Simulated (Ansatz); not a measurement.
Rows from a G0W0 calculation on Ga2O3 (R-3c) (Ansatz 0.2.0; G0W0 on PBE, plane waves, PAW; 4×4×4 mesh, 73 empty bands, screening to 48 eV), in eV. Spin-orbit coupling is left out.

| row | Σx | Σc | Vxc | Z |
| --- | --- | --- | --- | --- |
| A | -14.60 | -3.13 | -19.18 | 0.83 |
| B | -13.42 | -3.32 | -17.95 | 0.84 |
| C | -12.78 | -3.76 | -18.47 | 0.82 |
| D | -27.62 | 5.03 | -22.09 | 0.78 |
| E | -13.02 | -3.79 | -18.82 | 0.82 |
| F | -27.04 | 4.97 | -21.61 | 0.78 |

Which rows are filled states and which are empty ones, and how can one tell?

Filled: D and F. Empty: A, B, C and E. The sign of Σc tells: for a filled state bare exchange, which holds its interaction with itself, lies below Vxc (Σx − Vxc is -5.4 eV or lower here) and screening gives part back as a positive Σc. For an empty state Σx lies above Vxc (+4.5 eV or more) and the Coulomb hole leaves Σc negative.

[Runs of the session that timed out or met a known fault of the program may be left out.]

[Cells called generated may have been cut or substituted from an entry of the Crystallography Open Database or the Materials Project.]

[Hosts, paths, dates, database ids (printed as entryN), source tags and the programs' standing remarks are cut or masked in the printed files.]
